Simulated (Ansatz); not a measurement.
# Rh(111) with 4 thermally displaced layers, 2x2: scattering by thermal displacements

Wanted: the phonon-limited resistivity of Rh at 273 K by the Landauer route.

Calculated with Ansatz 0.2.0; Ansatz plane-wave DFT, PBE, PAW files; ballistic transport by layer matching (Landauer), zero bias; PAW set soft_1.

### 1. The starting structure

The cell holds 40 atoms: 40 Rh. Cell: a = 5.378 Å, b = 5.378 Å, c = 22.012 Å, α = 93.5°, β = 86.5°, γ = 120.0°. It derives from Rh. Regions: lead, 24 atoms (24 Rh); scattering region, 16 atoms (16 Rh). The structure is stacked along c, and the current runs across the ab planes.

### 2. With 4 displaced layers

Each atom of 4 layers is moved at random, by amounts drawn from a normal law 0.0426 Å wide in each direction from the Debye model (480 K) at 273 K. The layers about the cell's end stay perfect and serve as the lead. Disorder leaves little or no symmetry, which makes such runs dear. Energies from -0.05 to 0.05 eV in steps of 0.05 eV are too few for the program's thermal sum, so it prints no conductance; for a metal the transmission near the Fermi level serves, at a fraction of the cost.

input.yaml

```yaml
crystal:
  lattice:
    - [5.3783955991, 0.0, 0.0]
    - [-2.6891977995, 4.6578272204, 0.0]
    - [1.3445988998, -0.7763045367, 21.9572080876]
  atoms:
    - { symbol: Rh, position: [0.9916666667, 0.0083333333, 0.05] }
    - { symbol: Rh, position: [0.9916666667, 0.5083333333, 0.05] }
    - { symbol: Rh, position: [0.4916666667, 0.0083333333, 0.05] }
    - { symbol: Rh, position: [0.4916666667, 0.5083333333, 0.05] }
    - { symbol: Rh, position: [0.1416666667, 0.3583333333, 0.15] }
    - { symbol: Rh, position: [0.1416666667, 0.8583333333, 0.15] }
    - { symbol: Rh, position: [0.6416666667, 0.3583333333, 0.15] }
    - { symbol: Rh, position: [0.6416666667, 0.8583333333, 0.15] }
    - { symbol: Rh, position: [0.2916666667, 0.2083333333, 0.25] }
    - { symbol: Rh, position: [0.2916666667, 0.7083333333, 0.25] }
    - { symbol: Rh, position: [0.7916666667, 0.2083333333, 0.25] }
    - { symbol: Rh, position: [0.7916666667, 0.7083333333, 0.25] }
    - { symbol: Rh, position: [0.9461574372, 0.0681425357, 0.3514390017] }
    - { symbol: Rh, position: [0.9551952767, 0.5727508537, 0.3476606967] }
    - { symbol: Rh, position: [0.4306946714, 0.0462180055, 0.3497909136] }
    - { symbol: Rh, position: [0.4493179001, 0.55829294, 0.3509622214] }
    - { symbol: Rh, position: [0.0774959077, 0.4093852606, 0.4482401385] }
    - { symbol: Rh, position: [0.1094800149, 0.9167526175, 0.4518421479] }
    - { symbol: Rh, position: [0.5937985996, 0.4141521232, 0.451276591] }
    - { symbol: Rh, position: [0.5867007014, 0.9037466124, 0.4497772912] }
    - { symbol: Rh, position: [0.234243759, 0.2528050974, 0.5494501294] }
    - { symbol: Rh, position: [0.2399173934, 0.7648269677, 0.5469029034] }
    - { symbol: Rh, position: [0.7455061873, 0.2524345399, 0.5489406408] }
    - { symbol: Rh, position: [0.7303859368, 0.7569338148, 0.5495194297] }
    - { symbol: Rh, position: [0.890711724, 0.10348107, 0.6501819275] }
    - { symbol: Rh, position: [0.9081380165, 0.6118890349, 0.6488867936] }
    - { symbol: Rh, position: [0.3984358383, 0.1073472151, 0.6511523729] }
    - { symbol: Rh, position: [0.3953563875, 0.6041318794, 0.6462544088] }
    - { symbol: Rh, position: [0.0416666667, 0.4583333333, 0.75] }
    - { symbol: Rh, position: [0.0416666667, 0.9583333333, 0.75] }
    - { symbol: Rh, position: [0.5416666667, 0.4583333333, 0.75] }
    - { symbol: Rh, position: [0.5416666667, 0.9583333333, 0.75] }
    - { symbol: Rh, position: [0.1916666667, 0.3083333333, 0.85] }
    - { symbol: Rh, position: [0.1916666667, 0.8083333333, 0.85] }
    - { symbol: Rh, position: [0.6916666667, 0.3083333333, 0.85] }
    - { symbol: Rh, position: [0.6916666667, 0.8083333333, 0.85] }
    - { symbol: Rh, position: [0.8416666667, 0.1583333333, 0.95] }
    - { symbol: Rh, position: [0.8416666667, 0.6583333333, 0.95] }
    - { symbol: Rh, position: [0.3416666667, 0.1583333333, 0.95] }
    - { symbol: Rh, position: [0.3416666667, 0.6583333333, 0.95] }
kpoints:
  mp_grid: { grid: [5, 5, 1] }
hamiltonian:
  xc: pbe
  pseudopotentials: { kind: paw, azcp: { folder: soft_1 } }
scf:
  occupations: { method: fermi_dirac, width: 0.1 }
output:
  transmission:
    leads: [[0, 4]]
    kmesh: [10, 10]
    e_range: [-0.05, 0.05]
    de: 0.05
  write_potential: true
  write_density: true
  volumetric_format: npy
  elf: true
```

The run is started by

```
$ ansatz run input.yaml --threads 4 --pin off --max-ram 15360MiB --backend cpu --events-out ev --progress --plain --runs-dir out
```

Numbers of over 12 decimals in the logs are rounded to 6 here.

Output:

```text
Engine: ansatz 0.2.0, x86_64-unknown-linux-gnu
Pseudopotentials: kind: paw
Pseudopotential: Rh, paw, valence charge 17, recommended cutoff 420 eV (normal), soft_1/Rh.paw.azcp
Functional definition: PBE
  parameter kappa = 0.804
  parameter beta = 0.066725
  exchange = pbe_x(kappa = kappa, mu = beta*pi^2/3)
  correlation = pbe_c(beta = beta)
Crystal: 40 atoms, lattice volume = 550.064 Å³
Basis set: ecut = 420 eV, 10671 PW (Γ)
Bands: 408, of which v1, the nominal top of the filled ones, is band 340 counted from 1 (339 counted from 0)
Symmetry: 1 space group operations
Space group: P1 (ITA 1), of the structure as read, at distance tolerance 8.2e-5 Å
k-points: 13 of 25 (time reversal used)
Non-local potential: Rh, projectors of the file, l = 0: 3, l = 1: 2, l = 2: 2, l = 3: 1
PAW form: soft (Blöchl's): semilocal exchange-correlation on the pseudo side does not see the compensation charge
PAW one-centre angular grid: Rh, 590 points (default); XC on 64 Gauss nodes
Initial density: superposition of atomic densities (chi_scale 0.1, normalization cell)
Initial wavefunctions: pseudopotential atomic-orbital guess
Functional: x = pbe(κ = 0.804, μ = 0.219515), c = pbe(β = 0.066725)
SCF iter   1: F=—  HF=-256136.591136 eV  |F-HF|=—  |Δ(HF+E_count)|=         —  Δρ=1.10e-1  dr2=6.17e1  ethr=3.10e-3  ⟨swp⟩=4.5  Hψ=14894  notcnv=0  defer=63
preconditioner: auto → Kerker (q_TF=auto, 2.826 Å⁻¹)  [metal: Δε(μ)=0.005 eV  Ē_g=6.390 eV  σ=0.100 eV  W_gap=0.01  n_scr=228 (ndim 8)  ℏωp=30.0 eV  f_vac=0.000  D(μ)=45.01/eV (n_scr^D=540)]
SCF iter   2: F=—  HF=-256121.419482 eV  |F-HF|=—  |Δ(HF+E_count)|=    1.52e1  Δρ=5.10e-2  dr2=1.28e1  ethr=3.10e-3  ⟨swp⟩=2.1  Hψ=8982  notcnv=0  defer=266
SCF iter   3: F=—  HF=-256118.027315 eV  |F-HF|=—  |Δ(HF+E_count)|=    3.39e0  Δρ=1.02e-2  dr2=2.82e-1  ethr=1.88e-3  ⟨swp⟩=2.0  Hψ=7934  notcnv=0  defer=266
SCF iter   4: F=—  HF=-256118.042555 eV  |F-HF|=—  |Δ(HF+E_count)|=   1.52e-2  Δρ=1.21e-3  dr2=6.07e-3  ethr=4.15e-5  ⟨swp⟩=2.0  Hψ=9624  notcnv=0  defer=266
SCF iter   5: F=—  HF=-256118.043657 eV  |F-HF|=—  |Δ(HF+E_count)|=   1.10e-3  Δρ=2.93e-4  dr2=3.24e-4  ethr=8.92e-7  ⟨swp⟩=2.1  Hψ=7258  notcnv=0  defer=266
SCF iter   6: F=—  HF=-256118.043654 eV  |F-HF|=—  |Δ(HF+E_count)|=   3.10e-6  Δρ=6.16e-5  dr2=1.35e-5  ethr=4.76e-8  ⟨swp⟩=2.4  Hψ=9006  notcnv=0  defer=266
SCF iter   7: F=—  HF=-256118.044643 eV  |F-HF|=—  |Δ(HF+E_count)|=   9.89e-4  Δρ=1.76e-5  dr2=2.14e-6  ethr=1.98e-9  ⟨swp⟩=2.2  Hψ=7735  notcnv=0  defer=266
SCF iter   8: F=-256118.044643 eV  HF=-256118.044643 eV  |F-HF|=8.73e-9  |Δ(HF+E_count)|=   1.57e-7  Δρ=2.70e-6  dr2=2.80e-8  ethr=1.47e-11  ⟨swp⟩=6.9  Hψ=17780  notcnv=0
SCF 1 converged in 8 iterations: F = -256118.044643 eV  dr2 = 2.80e-8
  greatest PAW one-centre occupation: 1.000 electrons in one spin orbital (limit 2), on the Rh atom at site 19 (counted from 0), in its partial waves of l = 0
transmission: 205 of 2028 steps passed
transmission: 406 of 2028 steps passed
[...]
transmission: 2028 of 2028 steps passed
SCF converged after 8 iterations
Free energy (F): -256118.044643 eV
Harris-Foulkes:  -256118.044643 eV  (|F-HF|=8.73e-9)
Internal energy: -256116.319268 eV  (E = F + TS)
E sigma→0 (E₀):  -256117.181955 eV
Entropy (-TS):   -1.725375 eV (-43.134 meV/atom)
Fermi energy:    22.409459 eV
--- Per-component energies (eV) ---
  E_band       = -3397.507055
  E_kinetic    = 21506.692294
  E_local      = -58927.856769  (includes V_loc(G=0)·N_el)
  E_nonlocal   = 11924.417726
  E_hartree    = 21900.350047
  E_xc         = -8080.307869
  E_vxc        = -10140.921243  (∫ρ·V_xc dr)
  E_paw        = -144133.603545  (= ΣΔE_a)
  E_vpaw       = -11560.527293  (= ΣTr[D̂ρ^β])
  E_aug_tail   = 0.003280  (compensation charges beyond the density's cutoff)
  E_ewald      = -100306.014432
  E_smearing   = -1.725375  (= −TS)
  E_closure    = 0.000000  (closes the sum)
  Σ components = -256118.044643   (vs F -256118.044643, Δ=0.00e0)
--- Band table (eV; the first three rows and the last of 13) ---
  k-point 0: bands = [... 336 lower, 22.9791, 22.9825, 22.9829, 22.9888, 22.9955, 22.9970, 23.0067, 23.0117, ... 64 higher]
  k-point 1: bands = [... 336 lower, 22.5964, 22.6373, 22.6447, 22.6499, 22.6597, 22.6732, 22.6842, 22.7430, ... 64 higher]
  k-point 2: bands = [... 336 lower, 21.8525, 21.8993, 21.9242, 22.0058, 22.0120, 22.0389, 22.1049, 22.1394, ... 64 higher]
  k-point 12: bands = [... 336 lower, 22.3753, 22.3990, 22.4084, 22.4120, 22.4379, 22.4568, 22.4668, 22.4893, ... 64 higher]
--- Transmission ---
  basis      : 211 plane waves across, 39 finite elements along
  points     : 52, standing for a mesh of 10 x 10
  energies   : 3 from -0.050000 to 0.050000 eV about the Fermi level, 0.050000 eV apart; the leads are filled to 0.000000 eV, and channels, transmission and decay are at 0.000000 eV
  crystal 0  : Rh4, at the sites [0, 4], period 2.1957 Å, over 13.17 Å; its Hamiltonian steps by up to 4.6 meV
    offset         : up to 0.0000 Å between an atom of the period and one for which it stands
    channels       : 7.200000e0 a spin
    conductance    : none, the energies end too early or step too widely for 300 K: set another output.transmission.e_range or a lower de, or, where they end at an eighth of basis.ecutwfc, a higher one
  junction   : crystal 0 to crystal 0, 0.70 to 20.46 Å
    transmission   : 6.541561e0 a spin
    conductance    : none, the energies end too early or step too widely for 300 K: set another output.transmission.e_range or a lower de, or, where they end at an eighth of basis.ecutwfc, a higher one
```

Run time: 4.2 min. Hardware: 4 threads of Intel Xeon Platinum 8488C (Sapphire Rapids), shared host; peak memory 5.1 GiB; 15 min of CPU time.

In the SCF lines HF is the Harris–Foulkes energy and dr2 the Hartree energy of the density residual, in eV; the loop may stop once dr2 is under the threshold and the program's other checks hold. Hψ counts applications of the Hamiltonian.

Numbers from this step:

| Item | Value |
| --- | --- |
| free energy | -256118.0446 eV |
| energy at zero smearing | -256117.1820 eV |
| Fermi energy | 22.41 eV |
| cell area | 25.05 Å² |
| transmission per spin nearest the Fermi level | 6.542 |
| open channels per spin nearest the Fermi level | 7.2 |
| step of the lead's potential | 4.6 meV |

Per spin. Table of transmission, zone mean by energy, zero at the Fermi level:

```
energy (eV)  transmission, zone mean
    -0.0500                     6.31
     0.0000                     6.54
     0.0500                     6.56
```

Per spin. Open channels, zone mean, lead against energy, zero at the Fermi level:

```
energy (eV)  open channels, zone mean, lead
    -0.0500                            6.72
     0.0000                             7.2
     0.0500                            7.08
```

Transmission over k1 and k2. At 0.0000 eV from the Fermi level.

Values, 10 rows by 10 columns:
```
 5.7  5.7  5.7  8.0  5.8  5.8  5.8  5.7  9.2  5.7
 6.6  5.7  6.4  6.0  6.3  6.5  5.7  6.6  9.1  9.2
 6.6  7.9  6.0  5.6  6.6  5.7  5.9  7.9  6.6  5.7
 5.7  5.8  6.4  6.5  8.7  8.7  6.5  6.1  5.7  5.7
 5.8  5.7  6.5  5.6  8.7 11.7  8.7  5.6  6.5  5.7
 5.7  5.7  5.7  6.1  6.5  8.7  8.7  6.5  6.4  5.8
 6.6  5.7  6.6  7.9  5.9  5.7  6.6  5.6  6.0  7.9
 6.6  9.2  9.1  6.6  5.7  6.5  6.3  6.0  6.4  5.7
 5.7  5.7  9.2  5.7  5.8  5.8  5.8  8.0  5.7  5.7
 5.7  5.7  6.5  6.6  5.8  5.8  5.8  6.6  6.5  5.7
```
Columns: k1 (b1) from -0.5 to 0.4; rows upwards: k2 (b2) from -0.5 to 0.4.

Open channels over k1 and k2. At 0.0000 eV from the Fermi level.

Values, 10 rows by 10 columns:
```
 6.0  6.0  6.0 10.0  6.0  6.0  6.0  6.0 10.0  6.0
 7.0  6.0  7.0  8.0  8.0  7.0  6.0  7.0 10.0 10.0
 7.0 10.0  8.0  6.0  7.0  6.0  8.0 10.0  7.0  6.0
 6.0  6.0  8.0  7.0  9.0  9.0  7.0  8.0  6.0  6.0
 6.0  6.0  7.0  6.0  9.0 12.0  9.0  6.0  7.0  6.0
 6.0  6.0  6.0  8.0  7.0  9.0  9.0  7.0  8.0  6.0
 7.0  6.0  7.0 10.0  8.0  6.0  7.0  6.0  8.0 10.0
 7.0 10.0 10.0  7.0  6.0  7.0  8.0  8.0  7.0  6.0
 6.0  6.0 10.0  6.0  6.0  6.0  6.0 10.0  6.0  6.0
 6.0  6.0  7.0  7.0  6.0  6.0  6.0  7.0  7.0  6.0
```
Columns: k1 (b1) from -0.5 to 0.4; rows upwards: k2 (b2) from -0.5 to 0.4.

Valence density in the ca plane at fractional y = 0.046, with atoms of Rh within 0.2 Å of it. It is the smooth field of the valence electrons, not physical close to the nuclei.

Values in units of 1e0 e/Å³, 8 rows by 16 columns, each cell a mean:
```
0.3 0.2 0.3 0.4 7.4 5.1 0.3 0.2 0.2 0.3 1.0 6.9 1.1 0.8 0.5 0.3
0.8 0.4 1.1 0.4 1.8 1.4 0.5 0.6 0.3 0.4 0.8 6.1 1.1 0.4 0.3 0.3
0.8 0.4 1.5 0.5 0.4 0.3 1.4 2.0 0.4 0.6 0.3 0.7 0.4 3.4 1.3 0.3
0.3 0.2 0.4 0.4 3.5 1.9 0.7 0.9 0.3 0.5 0.3 1.0 0.5 5.0 2.1 0.3
0.3 0.2 0.3 0.4 8.0 4.8 0.3 0.3 0.2 0.3 0.9 6.9 1.2 0.9 0.5 0.3
0.8 0.4 1.1 0.5 2.1 1.5 0.7 1.0 0.3 0.4 0.7 5.6 1.1 0.4 0.3 0.3
0.8 0.4 1.5 0.5 0.4 0.4 1.6 2.8 0.5 0.6 0.3 0.6 0.4 3.4 1.3 0.3
0.3 0.2 0.4 0.4 3.4 2.1 0.6 1.0 0.4 0.5 0.3 0.8 0.5 5.0 2.1 0.3
```
Columns run along c (16.0 Å, from fractional 0.14 to 0.86 of the cell), rows up along a (5.4 Å). Atoms in or near the plane, at fractional coordinates: Rh at (0.35, 0.95), Rh at (0.35, 0.43).

ELF in the ca plane at fractional y = 0.046, with atoms of Rh within 0.2 Å of it. It is the smooth field of the valence electrons, not physical close to the nuclei.

Values, 8 rows by 16 columns, each cell a mean:
```
0.24 0.20 0.24 0.25 0.62 0.52 0.25 0.22 0.21 0.26 0.31 0.64 0.32 0.28 0.25 0.24
0.28 0.23 0.33 0.24 0.37 0.33 0.25 0.26 0.22 0.26 0.29 0.62 0.32 0.25 0.21 0.21
0.29 0.24 0.37 0.25 0.24 0.24 0.36 0.41 0.24 0.26 0.22 0.28 0.25 0.49 0.34 0.25
0.24 0.20 0.23 0.24 0.48 0.37 0.27 0.30 0.23 0.24 0.23 0.31 0.26 0.57 0.40 0.25
0.24 0.20 0.24 0.25 0.64 0.51 0.25 0.22 0.21 0.25 0.30 0.64 0.33 0.29 0.25 0.24
0.28 0.23 0.33 0.24 0.39 0.34 0.28 0.30 0.23 0.25 0.28 0.60 0.32 0.25 0.21 0.22
0.28 0.24 0.37 0.25 0.25 0.24 0.37 0.46 0.24 0.25 0.21 0.26 0.25 0.49 0.34 0.25
0.24 0.20 0.24 0.24 0.48 0.38 0.26 0.30 0.23 0.24 0.22 0.29 0.25 0.57 0.40 0.25
```
Columns run along c (16.0 Å, from fractional 0.14 to 0.86 of the cell), rows up along a (5.4 Å). Atoms in or near the plane, at fractional coordinates: Rh at (0.35, 0.95), Rh at (0.35, 0.43).

Electrostatic potential energy in the ca plane at fractional y = 0.046, with atoms of Rh within 0.2 Å of it. With pseudopotentials it is smooth inside the atoms' cores, unlike the true potential.

Values in eV, 8 rows by 16 columns, each cell a mean:
```
 22  24  22  21 -33 -22  22  23  24  22  10 -37   8  11  18  22
  9  20   4  19   0   4  16  15  23  20  12 -33   8  19  23  21
  9  20  -2  17  20  21   2  -7  19  14  23  13  19 -19   5  22
 22  24  19  20 -15   0  14   8  21  18  21   8  18 -28  -4  22
 22  24  22  20 -35 -20  22  22  24  22  11 -37   7  10  17  22
  9  20   4  18  -4   3  13   8  22  21  14 -31   8  19  23  21
  9  20  -2  17  19  21   0 -15  18  14  23  15  19 -19   5  22
 22  24  19  21 -15  -2  15   8  21  17  22  10  18 -29  -4  22
```
Columns run along c (16.0 Å, from fractional 0.14 to 0.86 of the cell; values clipped at the 3rd and 97th percentile), rows up along a (5.4 Å). Atoms in or near the plane, at fractional coordinates: Rh at (0.35, 0.95), Rh at (0.35, 0.43).

Over the solved energies the transmission per spin lies between 6.31 and 6.56, out of 7 channels of the lead on average (up to 7.2).

(Part 1 of 2 ends here.)

[Logs are printed without paths, hosts, clocks, repeated set-up lines and the standing remarks that a program may print on its own settings, such as how far it seeks lower states.]

[Hosts, paths, dates, database ids (printed as entryN), source tags and the programs' standing remarks are cut or masked in the printed files.]
